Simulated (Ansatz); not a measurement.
# armchair SiC nanoribbon (N = 4, H/H2 edges): bands by functional and under strain, part 4 of 4

What gap, if any, does the armchair SiC nanoribbon (N = 4, H/H2 edges) have, and how does it change with the functional and under strain?

Ansatz 0.2.0; DFT PBE, plane waves, PAW; relaxation of a wire's period (the session's first sound run).

So far, band gap (eV): step 3 (bands of the perfect wire, PBE) 2.45; step 5 (another level of theory, level PBEsol, cutoff 420 eV, PBEsol PBE) 2.43; step 6 (levels at the same atoms, level r2SCAN, cutoff 500 eV, r2SCAN PBE) 2.73; step 7 (levels at the same atoms, level HSE06, cutoff 420 eV, HSE06 PBE) 3.26; step 9 (At a strained period, period over the relaxed period 1.1, k-mesh 1×1×11, PBE) 2.22.

### 10. Strain along the wire, period over the relaxed period 0.94, k-mesh 1×1×12

Level of this step: DFT PBE, plane waves, PAW; relaxation at a fixed period (Ansatz).

The period is set to 0.94 times the relaxed one and the atoms relax within it: strain changes bond lengths and angles, which shifts the bands against each other. Against the first PBE run of this kind, the mesh along the wire has 12 points against 15.

The cell differs from the one that the last finished run ended in (c 5.946 → 5.081 Å).

Input file input.yaml:

```yaml
crystal:
  lattice:
    - [13.634, 0.0, 0.0]
    - [0.0, 9.32, 0.0]
    - [0.0, 0.0, 5.0808290606]
  atoms:
    - { symbol: Si, position: [0.347482517, 0.5, 0.007301002], spin: 0.5 }
    - { symbol: Si, position: [0.568609863, 0.5, 0.005961951] }
    - { symbol: C, position: [0.34609591, 0.5, 0.330326285], spin: 0.5 }
    - { symbol: C, position: [0.57156249, 0.5, 0.332535763] }
    - { symbol: H, position: [0.751882622, 0.628312355, 0.410655581] }
    - { symbol: H, position: [0.751882622, 0.371687645, 0.410655581] }
    - { symbol: H, position: [0.275844961, 0.5, 0.42701655] }
    - { symbol: Si, position: [0.458484954, 0.5, 0.497624275] }
    - { symbol: Si, position: [0.69244678, 0.5, 0.486790108], spin: -0.5 }
    - { symbol: C, position: [0.457796125, 0.5, 0.831313915] }
    - { symbol: C, position: [0.688200075, 0.5, 0.838394262], spin: -0.5 }
    - { symbol: H, position: [0.252276498, 0.5, 0.871525306] }
    - { symbol: H, position: [0.729582441, 0.59383857, 0.905769076] }
    - { symbol: H, position: [0.729582441, 0.40616143, 0.905769076] }
magnetization:
  spin_polarized: true
kpoints:
  mp_grid: { grid: [1, 1, 12] }
  band_path: { path: ["Γ", Z], npoints: 50 }
scf:
  occupations: { method: fermi_dirac, width: 0.05 }
hamiltonian:
  xc: pbe
relax:
  max_steps: 40
  f_tol: 0.02
output:
  stress: true
```

Launch:

```sh
$ ansatz run input.yaml --threads 8 --pin off --max-ram 16384MiB --backend cpu --events-out ev --progress --plain --runs-dir out
```

Numbers of over 12 decimals in the logs are rounded to 6 here.

The program printed:

```text
[...]
Crystal: 14 atoms, lattice volume = 645.615 Å³
Basis set: ecut = 420 eV, 12659 PW (Γ), exchange–correlation on 192×128×72 points (8 copies of the dense FFT grid, shifted against one another)
Bands: 34, of which v1, the nominal top of the filled ones, is band 19 counted from 1 (18 counted from 0)
[...]
- { symbol: Si, position: [0.456928, 0.500000, 0.492229] }
    - { symbol: Si, position: [0.696996, 0.500000, 0.478323] }
    - { symbol: C, position: [0.455689, 0.500000, 0.837431] }
    - { symbol: C, position: [0.692756, 0.500000, 0.845087] }
    - { symbol: H, position: [0.248578, 0.500000, 0.846966] }
    - { symbol: H, position: [0.731630, 0.594089, 0.924650] }
    - { symbol: H, position: [0.731630, 0.405911, 0.924650] }
[key lines of the parts left out:]
SCF converged after 7 iterations
Magnetization: 0.0000 μB (19.0000 up, 19.0000 down)
Free energy (F): -3639.832050 eV
Fermi energy:    -1.660607 eV
P = ⅓ Tr σ = 1.1287 GPa (11.287 kbar)
```

It took 42 s on 8 threads of Arm Neoverse V2, shared host; peak memory 2.1 GiB.

Step by step:

| step | energy less that of the first step (eV) | largest force component (eV/Å) |
| --- | --- | --- |
| 1 | 0.0000 | 2.6453 |
| 2 | -0.2929 | 1.3320 |
| 3 | -0.4030 | 0.2240 |
| 4 | -0.4063 | 0.0877 |
| 5 | -0.4069 | 0.0255 |
| 6 | -0.4070 | 0.0054 |

The run keeps the 2 symmetry operations that it works with, so distortions that break them were not tested.

The atoms that moved most (Å):

| atom | dx | dy | dz | length |
| --- | --- | --- | --- | --- |
| H7 | -0.031 | 0.000 | 0.143 | 0.146 |
| H12 | -0.050 | 0.000 | -0.125 | 0.135 |
| H6 | 0.038 | -0.001 | -0.108 | 0.114 |
| H5 | 0.038 | 0.001 | -0.108 | 0.114 |
| H13 | 0.028 | 0.002 | 0.096 | 0.100 |
| H14 | 0.028 | -0.002 | 0.096 | 0.100 |
| Si1 | -0.080 | 0.000 | -0.038 | 0.089 |
| C3 | -0.079 | 0.000 | 0.040 | 0.088 |

This step gave:

* band gap: 2.309 eV

The electronic bands at the labelled points (eV, zero at the Fermi level):

| point | up 18 | up 19 | up 20 | up 21 | down 18 | down 19 | down 20 | down 21 |
| --- | --- | --- | --- | --- | --- | --- | --- | --- |
| Γ | -2.12 | -1.15 | 1.40 | 2.12 | -2.12 | -1.15 | 1.40 | 2.12 |
| halfway | -2.01 | -1.91 | 1.60 | 2.13 | -2.01 | -1.91 | 1.60 | 2.13 |
| Z | -2.95 | -1.83 | 1.16 | 2.90 | -2.95 | -1.83 | 1.16 | 2.90 |

The gap is 2.31 eV, against 2.45 eV under PBE at the relaxed period, with no moment.

### 11. A repeat with changed settings: basis.ecutwfc = "600 eV"

This step: DFT LDA, plane waves, PAW; bands of a perfect wire at the PBE geometry; changed: basis.ecutwfc = "600 eV" (Ansatz 0.2.0).

The atoms of the band run (LDA) are kept and the input is varied, to see whether the result depends on it.

Input file input.yaml:

```yaml
crystal:
  lattice:
    - [13.634, 0.0, 0.0]
    - [0.0, 9.32, 0.0]
    - [0.0, 0.0, 5.4051372985]
  atoms:
    - { symbol: Si, position: [0.347482517, 0.5, 0.007301002] }
    - { symbol: Si, position: [0.568609863, 0.5, 0.005961951] }
    - { symbol: C, position: [0.34609591, 0.5, 0.330326285] }
    - { symbol: C, position: [0.57156249, 0.5, 0.332535763] }
    - { symbol: H, position: [0.751882622, 0.628312355, 0.410655581] }
    - { symbol: H, position: [0.751882622, 0.371687645, 0.410655581] }
    - { symbol: H, position: [0.275844961, 0.5, 0.42701655] }
    - { symbol: Si, position: [0.458484954, 0.5, 0.497624275] }
    - { symbol: Si, position: [0.69244678, 0.5, 0.486790108] }
    - { symbol: C, position: [0.457796125, 0.5, 0.831313915] }
    - { symbol: C, position: [0.688200075, 0.5, 0.838394262] }
    - { symbol: H, position: [0.252276498, 0.5, 0.871525306] }
    - { symbol: H, position: [0.729582441, 0.59383857, 0.905769076] }
    - { symbol: H, position: [0.729582441, 0.40616143, 0.905769076] }
kpoints:
  mp_grid: { grid: [1, 1, 12] }
  band_path: { path: ["Γ", Z], npoints: 50 }
scf:
  occupations: { method: fermi_dirac, width: 0.05 }
hamiltonian:
  xc: lda
basis:
  ecutwfc: "600 eV"
```

The program printed:

```text
[...]
Crystal: 14 atoms, lattice volume = 686.825 Å³
Basis set: ecut = 600 eV, 22963 PW (Γ)
Bands: 33, of which v1, the nominal top of the filled ones, is band 19 counted from 1 (18 counted from 0)
Symmetry: 2 space group operations
[...]
k-points: 7 of 12 (time reversal used)
[...]
SCF iter   1: F=—  HF=-3497.158156 eV  |F-HF|=—  |Δ(HF+E_count)|=         —  Δρ=4.15e-3  dr2=1.22e-1  ethr=1.77e-3  ⟨swp⟩=8.7  Hψ=1531  notcnv=0  defer=18
[...]
SCF iter   8: F=-3497.139519 eV  HF=-3497.139519 eV  |F-HF|=3.80e-8  |Δ(HF+E_count)|=   1.73e-7  Δρ=1.97e-6  dr2=3.10e-8  ethr=2.63e-10  ⟨swp⟩=15.4  Hψ=1611  notcnv=0
SCF 1 converged in 8 iterations: F = -3497.139519 eV  dr2 = 3.10e-8
[...]
SCF converged after 8 iterations
Free energy (F): -3497.139519 eV
[...]
Internal energy: -3497.139519 eV  (E = F + TS)
E sigma→0 (E₀):  -3497.139519 eV
Fermi energy:    -2.101419 eV
[...]
--- Band table (eV; the first three rows and the last of 7) ---
  k-point 0: bands = [... 15 lower, -5.0764, -5.0485, -3.9505, -3.2963, -0.9010, 0.0235, 0.2400, 1.0133, ... 10 higher]
  k-point 1: bands = [... 15 lower, -5.1241, -5.0535, -3.9368, -3.4047, -0.7874, -0.0364, 0.2556, 1.0254, ... 10 higher]
  k-point 2: bands = [... 15 lower, -5.2365, -5.1145, -3.9020, -3.6720, -0.5174, -0.1747, 0.3070, 1.0538, ... 10 higher]
  k-point 6: bands = [... 15 lower, -5.8908, -5.2366, -4.9018, -3.7184, -0.7805, 0.7223, 0.8724, 0.9726, ... 10 higher]
```

Run time: 18 s. Hardware: 8 threads; peak memory 2.7 GiB.

Numbers from this step:

```yaml
band_gap: 2.395 eV
```

It took 18 s against 11 s for the run it varies.

The band gap stays within 0.2 % plus 0.001 of the run it varies.

Against step 4 (now cutoff 600 eV), the band gap stays at 2.40 eV and the free energy moves by -2.1 meV an atom. The band gap moves by under 1 % between these two settings.

### 12. Outcome

| Property | Result |
| --- | --- |
| cell length, PBE | 5.405 Å |
| conductance, PBE | 5.5e-21 G₀ |
| gap, PBE | 2.45 eV |
| gap, LDA | 2.40 eV |
| gap, PBEsol | 2.43 eV |
| gap, r2SCAN | 2.73 eV |
| gap, HSE06 | 3.26 eV |
| gap, period scaled by 1.1 | 2.22 eV |
| gap, period scaled by 0.94 | 2.31 eV |

Under PBE the cell's length is 5.41 Å, no moment survives, and a gap of 2.45 eV makes it a semiconductor. At the relaxed period the wire is gapped under every functional, from 2.40 eV (LDA) to 3.26 eV (HSE06). Weak screening in one dimension makes quasiparticle gaps larger than the semilocal gaps, as a rule. Strain matters: under PBE the gap goes from 2.45 eV to 2.31 eV at 0.94 times the period and 2.22 eV at 1.1 times the period. Transport is coherent and elastic here: the atoms are frozen, so scattering by vibrations plays no part. A hybrid's gap is read on a coarse mesh, without a band path.

[Logs are printed without paths, hosts, clocks, repeated set-up lines and the standing remarks that a program may print on its own settings, such as how far it seeks lower states.]

[Hosts, paths, dates, database ids (printed as entryN), source tags and the programs' standing remarks are cut or masked in the printed files.]
